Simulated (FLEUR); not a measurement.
# free Ni(111) film, 1 layer: from one collinear state to anisotropy

One state of free Ni(111) film, 1 layer is converged without symmetry. Force theorems then give its anisotropy.

Method: PBE; all-electron FLAPW film, Dirac cores, scalar-relativistic bands, in FLEUR MaX-R8.1.

This is a report of a sequence of runs, with most program output left out.

## (1) Starting point

The cell holds 1 atom: 1 Ni. Its edges and angles: a = 2.492 Å, b = 2.492 Å, c = 14.000 Å, α = 90.0°, β = 90.0°, γ = 120.0°. Layers at typed spacings, unrelaxed. Vacuum lies along c.

As a file:

```
Ni
1.0
     2.49170    0.00000    0.00000
    -1.24585    2.15788    0.00000
     0.00000    0.00000   14.00000
Ni
1
Direct
  0.00000 0.00000 0.50000
```

## (2) Self-consistent state

The force theorems are single passes in this state's potential, so it has to be converged first.

No symmetry is used, so that later steps may turn the spins freely; k and −k are joined. FLEUR takes the sheet as a true film: the images along c are dropped, heights are typed in bohr, and the vacuum on both sides is semi-infinite. inpgen writes inp.xml from crystal.txt; cutoffs, mixing, functional, smearing and local orbitals are then set in the file. The k list scf (kpts.xml, not shown) is a Γ-centred 14×14×1 mesh; where the ranks do not divide the number of points, some are split in two of half the weight.

inp.xml reads:

```
<?xml version="1.0" encoding="UTF-8" standalone="no"?>
<fleurInput fleurInputVersion="0.39">
   <comment>
      Ni
   </comment>
   <calculationSetup>
      <cutoffs Kmax="3.66" Gmax="11.0" GmaxXC="11.0" numbands="0"/>
      <scfLoop itmax="150" minDistance="0.00002" maxIterBroyd="15" imix="Anderson" alpha="0.03" precondParam="0.0" spinf="2.0" sdNocoIR="T"/>
      <coreElectrons ctail="F" frcor="F" kcrel="0" coretail_lmax="0"/>
      <xcFunctional name="pbe" relativisticCorrections="F"/>
      <magnetism jspins="2" l_noco="F" l_ss="F">
         <qss>0.0 0.0 0.0</qss>
         <mtNocoParams l_mperp="F" l_mtNocoPot="F" l_relaxSQA="F" mag_mixing_scheme="0" mix_RelaxWeightOffD="1.0" l_constrained="F" mix_constr="1.0"/>
         <sourceFreeMag l_sourceFree="F" l_scaleMag="F" mag_scale="1.0"/>
      </magnetism>
      <soc l_soc="F" theta="0.0" phi="0.0" spav="F"/>
      <expertModes spex="0" secvar="F"/>
      <geometryOptimization l_f="F" forcealpha="1.0" forcemix="BFGS" epsdisp="0.00001" epsforce="0.00001"/>
      <ldaU l_linMix="F" mixParam="0.05" spinf="1.0"/>
   </calculationSetup>
   <cell>
      <bzIntegration valenceElectrons="18.0" mode="hist" fermiSmearingEnergy="0.00183747">
         <kPointListSelection listName="scf"/>
         <xi:include xmlns:xi="http://www.w3.org/2001/XInclude" href="kpts.xml"> </xi:include>
      </bzIntegration>
      <xi:include xmlns:xi="http://www.w3.org/2001/XInclude" href="sym.xml"> </xi:include>
      <filmLattice scale="1.0" dVac="5.28" dTilda="7.78">
         <bravaisMatrixFilm>
            <row-1>    4.7086300406703598     0.0000001262337051</row-1>
            <row-2>   -2.3543151296652853     4.0777931691130949</row-2>
         </bravaisMatrixFilm>
         <vacuumEnergyParameters vacuum="1" spinUp="-.25" spinDown="-.25"/>
         <vacuumEnergyParameters vacuum="2" spinUp="-.25" spinDown="-.25"/>
      </filmLattice>
   </cell>
   <atomSpecies>
      <species name="Nickel (Ni1.000" element="Ni" atomicNumber="28">
         <mtSphere radius="2.24" gridPoints="741" logIncrement="0.016"/>
         <atomicCutoffs lmax="8" lnonsphr="6"/>
         <electronConfig flipSpins="F">
            <coreConfig>(1s1/2) (2s1/2) (2p1/2) (2p3/2)</coreConfig>
            <valenceConfig>(3s1/2) (3p1/2) (3p3/2) (4s1/2) (3d3/2) (3d5/2)</valenceConfig>
            <stateOccupation state="(3d3/2)" spinUp="1.6" spinDown="1.6"/>
            <stateOccupation state="(3d5/2)" spinUp="2.9" spinDown="1.9"/>
         </electronConfig>
         <energyParameters s="4" p="4" d="3" f="4"/>
         <lo type="SCLO" l="0" n="3" eDeriv="0"/>
         <lo type="SCLO" l="1" n="3" eDeriv="0"/>
      </species>
   </atomSpecies>
   <atomGroups>
      <atomGroup species="Nickel (Ni1.000">
         <filmPos label="                   1">.0000000000 .0000000000 .0000000000</filmPos>
         <force calculate="T" relaxXYZ="TTT"/>
         <nocoParams  alpha="0.0" beta="0.0"/>
      </atomGroup>
   </atomGroups>
   <output dos="F" band="F" slice="F">
      <bandDOS minEnergy="-.5*Htr" maxEnergy="0.5*Htr" sigma="0.015" storeEVData="T"/>
      <plotting iplot="0" polar="F">
         <plot TwoD="T" vec1="  1.0  0.0  0.0" vec2="  0.0  1.0  0.0" vec3="  0.0  0.0  1.0" zero="  0.0  0.0 -0.5" file="plot"/>
      </plotting>
      <moessbauerParams electricFieldGradient="F" isomerShift="F" coreHyperfine="F" valenceHyperfine="F"/>
   </output>
</fleurInput>
```

crystal.txt reads:

```
Ni
&input film=T cartesian=F /
2.49169971213  0.00000006680  0.00000000000
-1.24584991392  2.15787521590  0.00000000000
0.00000000000  0.00000000000  1.00000000000
1.8897261246
1.0 1.0 1.0

1
28 0.00000000000  0.00000000000  0.00000000000 : 1.000

&kpt div1=14 div2=14 div3=1 gamma=T /
```

Run with:

```bash
$ OMP_NUM_THREADS=1 inpgen -f crystal.txt -nosym -noco > inpgen.log  # inp.xml is then edited as shown
$ OMP_NUM_THREADS=1 mpirun -n 4 fleur_MPI > fleur.log
```

Run time: 49 s. Hardware: 4 MPI ranks of Arm Neoverse V1, shared host; peak memory 0.47 GiB; 3.3 min of CPU time.

Numbers from this step:

```
free energy                                                       : -41382.6528 eV
program's band gap on this mesh (in a metal only a level spacing) : 0.07000 eV
magnetization                                                     : 0.9271 μB
final state                                                       : ferromagnetic
largest moment                                                    : 0.9804 μB
```

After 32 cycles the largest moment stands at 0.980 μB.

## (3) Anisotropy by the force theorem, rung 1

Anisotropy is a small difference, so it is taken from sums over occupied states at a frozen potential, where most errors cancel.

One pass with spin–orbit coupling for each direction, from the saved density. Inversion lets half of the mesh serve, which the program's warning doesn't know. The k list mae (kpts.xml, not shown) is a Γ-centred 23×23×1 mesh.

Changes to inp.xml since step 2:

```diff
@@ -6,4 +6,4 @@
    <calculationSetup>
-      <cutoffs Kmax="3.66" Gmax="11.0" GmaxXC="11.0" numbands="0"/>
-      <scfLoop itmax="150" minDistance="0.00002" maxIterBroyd="15" imix="Anderson" alpha="0.03" precondParam="0.0" spinf="2.0" sdNocoIR="T"/>
+      <cutoffs Kmax="3.66" Gmax="11.0" GmaxXC="11.0" numbands="34"/>
+      <scfLoop itmax="1" minDistance="0.00002" maxIterBroyd="15" imix="Anderson" alpha="0.03" precondParam="0.0" spinf="2.0" sdNocoIR="T"/>
       <coreElectrons ctail="F" frcor="F" kcrel="0" coretail_lmax="0"/>
@@ -15,3 +15,3 @@
       </magnetism>
-      <soc l_soc="F" theta="0.0" phi="0.0" spav="F"/>
+      <soc l_soc="T" theta="0.0" phi="0.0" spav="F"/>
       <expertModes spex="0" secvar="F"/>
@@ -22,3 +22,3 @@
       <bzIntegration valenceElectrons="18.0" mode="hist" fermiSmearingEnergy="0.00183747">
-         <kPointListSelection listName="scf"/>
+         <kPointListSelection listName="mae"/>
          <xi:include xmlns:xi="http://www.w3.org/2001/XInclude" href="kpts.xml"> </xi:include>
@@ -64,2 +64,5 @@
    </output>
+   <forceTheorem>
+      <MAE theta="0.0 1.5707963 1.5707963" phi="0.0 0.0 1.5707963"/>
+   </forceTheorem>
 </fleurInput>
```

Run with:

```bash
$ OMP_NUM_THREADS=1 mpirun -n 4 fleur_MPI -warn_only > fleur.log
```

The job ended after 7.3 s (4 MPI ranks; peak memory 0.34 GiB; 29 s of CPU time).

Anisotropy energies, by row:

```
axis  x  y  z  band energy less the first axis' (meV a cell)
   z  0  0  1                                              0
   x  1  0  0                                        -0.7191
   y  0  1  0                                        -0.7199
```

Shape anisotropy is not in these numbers.

## (4) Energy against the direction of the moments, rung 2

A second rung shows how far the first can be trusted.

The k list mae (kpts.xml, not shown) is a Γ-centred 35×35×1 mesh.

inp.xml is that of step 3.

It took 14 s on 4 MPI ranks; peak memory 0.45 GiB.

Anisotropy energies, by row:

```
axis  x  y  z  band energy less the first axis' (meV a cell)
   z  0  0  1                                              0
   x  1  0  0                                        -0.3546
   y  0  1  0                                        -0.3532
```

## (5) Spin–orbit coupling, moments along z

Spin–orbit coupling ties the spins to the lattice and lets orbital moments form.

A new self-consistent run of the start ferro +, with the moments along z. The k list default-1 (kpts.xml, not shown) is a Γ-centred 35×35×1 mesh.

Changes to inp.xml since step 2:

```diff
@@ -6,12 +6,8 @@
    <calculationSetup>
-      <cutoffs Kmax="3.66" Gmax="11.0" GmaxXC="11.0" numbands="0"/>
+      <cutoffs Kmax="3.66" Gmax="11.0" GmaxXC="11.0" numbands="38"/>
       <scfLoop itmax="150" minDistance="0.00002" maxIterBroyd="15" imix="Anderson" alpha="0.03" precondParam="0.0" spinf="2.0" sdNocoIR="T"/>
-      <coreElectrons ctail="F" frcor="F" kcrel="0" coretail_lmax="0"/>
+      <coreElectrons ctail="T" frcor="F" kcrel="0" coretail_lmax="0"/>
       <xcFunctional name="pbe" relativisticCorrections="F"/>
-      <magnetism jspins="2" l_noco="F" l_ss="F">
-         <qss>0.0 0.0 0.0</qss>
-         <mtNocoParams l_mperp="F" l_mtNocoPot="F" l_relaxSQA="F" mag_mixing_scheme="0" mix_RelaxWeightOffD="1.0" l_constrained="F" mix_constr="1.0"/>
-         <sourceFreeMag l_sourceFree="F" l_scaleMag="F" mag_scale="1.0"/>
-      </magnetism>
-      <soc l_soc="F" theta="0.0" phi="0.0" spav="F"/>
+      <magnetism jspins="2"/>
+      <soc l_soc="T" theta="0.0" phi="0.0" spav="F"/>
       <expertModes spex="0" secvar="F"/>
@@ -22,3 +18,3 @@
       <bzIntegration valenceElectrons="18.0" mode="hist" fermiSmearingEnergy="0.00183747">
-         <kPointListSelection listName="scf"/>
+         <kPointListSelection listName="default-1"/>
          <xi:include xmlns:xi="http://www.w3.org/2001/XInclude" href="kpts.xml"> </xi:include>
@@ -32,3 +28,2 @@
          <vacuumEnergyParameters vacuum="1" spinUp="-.25" spinDown="-.25"/>
-         <vacuumEnergyParameters vacuum="2" spinUp="-.25" spinDown="-.25"/>
       </filmLattice>
@@ -54,3 +49,2 @@
          <force calculate="T" relaxXYZ="TTT"/>
-         <nocoParams  alpha="0.0" beta="0.0"/>
       </atomGroup>
```

Changes to crystal.txt since step 2:

```diff
@@ -11,2 +11,3 @@
 
-&kpt div1=14 div2=14 div3=1 gamma=T /
+&soc 0.0000000 0.0000000 /
+&kpt div1=35 div2=35 div3=1 gamma=T /
```

Run with:

```bash
$ OMP_NUM_THREADS=1 inpgen -f crystal.txt > inpgen.log  # inp.xml is then edited as shown
$ OMP_NUM_THREADS=1 mpirun -n 4 fleur_MPI > fleur.log
```

It took 56 s on 4 MPI ranks; peak memory 0.28 GiB.

Read from the output:

```
free energy                                                       : -41382.6737 eV
program's band gap on this mesh (in a metal only a level spacing) : 0 eV
magnetization                                                     : 0.8651 μB
final state                                                       : ferromagnetic
largest moment                                                    : 0.9256 μB
orbital moment along the spin                                     : 0.07705 μB
```

Orbital moment in the sphere, along the spin axis by atom:

```
atom  orbital moment in the sphere, along the spin axis (μB)
 Ni1                                                  0.0770
```

## (6) Outcome

| Item | Value |
| --- | --- |
| reference state | ferromagnetic |
| largest sphere moment | 0.980 μB |
| easy direction of those tried | not resolved |
| energy along x less z, force theorem | -0.355 meV a primitive cell |
| orbital moment on the atom of largest spin, along its spin (spin–orbit run) | 0.0770 μB |

What this shows: The lowest directions differ by less than these runs resolve; shape anisotropy is not included. The difference for the second direction goes from -0.72 meV (mesh 23×23×1, 34 states, 29 s of CPU time) to -0.35 meV (mesh 35×35×1, 34 states, 57 s), so it is not converged. The orbital moment is parallel to the spin, as Hund's third rule has it for a shell over half filled. The state was typed, and no other order was converged beside it, so it need not be the ground state.

[Logs and program files are shortened in this print: banners, set-up blocks, solver, clock and traceback lines can be left out without a mark of their own.]

[Logs are printed without paths, hosts, clocks, repeated set-up lines and the standing remarks that a program may print on its own settings, such as how far it seeks lower states.]

[Hosts, paths, dates, database ids (printed as entryN), source tags and the programs' standing remarks are cut or masked in the printed files.]

[Where a cell is said to come from a database of computed structures, the database is the Materials Project.]
